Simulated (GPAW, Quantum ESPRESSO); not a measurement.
Consider Pd (Palladium, Fm-3m).

```xyz
1
Lattice="0.0000 1.9465 1.9465 1.9465 0.0000 1.9465 1.9465 1.9465 0.0000" Properties=species:S:1:pos:R:3 pbc="T T T"
Pd    0.0000    0.0000    0.0000
```

Absorber: atom 1, with 12 Pd at 2.75 Å (cuboctahedral, site symmetry m-3m). Method: Quantum ESPRESSO XSpectra, PBE, excited-electron core hole (neutral cell), 8-atom cell with 5.5 Å between holes, 5×5×5 k points, dipole transitions, Lorentzian half width 1.12 eV up to 4 eV, rising linearly to 1.75 eV at 25 eV (not a setting of the program: the run's 0.4 eV curve was folded afterwards with a further Lorentzian).

Question: What does the Pd L₃ edge look like?

Main maxima up to 30 eV above the zero (height): 2.5 eV (0.84), 4.9 eV (0.83), 8.1 eV (1.07), 13.0 eV (1.28), 21.4 eV (1.00) and 27.6 eV (1.01). At an L edge the dipole rule selects empty d (and weakly s) states on the absorber, and this run shows no strong white line at the onset; the kept electron can fill the absorber's last d holes, so the method may weaken a line that a measurement shows. 

The Pd L₃ spectrum (energy from the energy zero of the input (xe0, at the border of filled and empty states); intensity scaled to a mean of 1 over the first 20 eV; folded afterwards to Lorentzian half width 1.12 eV up to 4 eV, rising linearly to 1.75 eV at 25 eV; the points at xe0, where the cut of filled states can leave a spike, are interpolated):

| E (eV) | intensity |
| --- | --- |
| -2.0 | 0.16 |
| -1.4 | 0.21 |
| -0.8 | 0.30 |
| -0.2 | 0.44 |
| 0.4 | 0.59 |
| 1.0 | 0.67 |
| 1.6 | 0.75 |
| 2.2 | 0.83 |
| 2.8 | 0.83 |
| 3.4 | 0.80 |
| 4.0 | 0.81 |
| 4.6 | 0.83 |
| 5.2 | 0.82 |
| 5.8 | 0.80 |
| 6.4 | 0.83 |
| 7.0 | 0.93 |
| 7.6 | 1.05 |
| 8.2 | 1.07 |
| 8.8 | 1.05 |
| 9.4 | 1.06 |
| 10.0 | 1.11 |
| 10.6 | 1.19 |
| 11.2 | 1.26 |
| 11.8 | 1.28 |
| 12.4 | 1.27 |
| 13.0 | 1.28 |
| 13.6 | 1.27 |
| 14.2 | 1.24 |
| 14.8 | 1.21 |
| 15.4 | 1.18 |
| 16.0 | 1.14 |
| 16.6 | 1.09 |
| 17.2 | 1.05 |
| 17.8 | 1.00 |
| 18.4 | 0.96 |
| 19.0 | 0.93 |
| 19.6 | 0.93 |
| 20.2 | 0.96 |
| 20.8 | 0.99 |
| 21.4 | 1.00 |
| 22.0 | 0.99 |
| 22.6 | 0.94 |
| 23.2 | 0.86 |
| 23.8 | 0.80 |
| 24.4 | 0.76 |
| 25.0 | 0.77 |
| 25.6 | 0.81 |
| 26.2 | 0.89 |
| 26.8 | 0.97 |
| 27.4 | 1.01 |
| 28.0 | 1.01 |
| 28.6 | 0.99 |
| 29.2 | 0.99 |
| 29.8 | 0.99 |
| 30.4 | 0.96 |
| 31.0 | 0.91 |
| 31.6 | 0.85 |

Only the L₃ part is meant: spin–orbit coupling of the core level isn't computed and the L₂ copy isn't added. The holes are only 5.5 Å apart, so the shape is probably not converged with cell size; no larger cell was run here. The structure is a published determination, not relaxed.

[Banner, clock and machine lines of the logs are left out without a mark of their own.]

[Logs are printed without paths, hosts, clocks, repeated set-up lines and the standing remarks that a program may print on its own settings, such as how far it seeks lower states.]

[Hosts, paths, dates, database ids (printed as entryN), source tags and the programs' standing remarks are cut or masked in the printed files.]

[Lists of maxima count a maximum above −3 eV only where it reaches 4 % of the highest in the window and stands out from its surroundings by 2 % of it (1.5 % where it reaches 55 %); shoulders and weaker maxima are passed over, and of the rest the first, up to two pre-edge ones and the few strongest are named.]
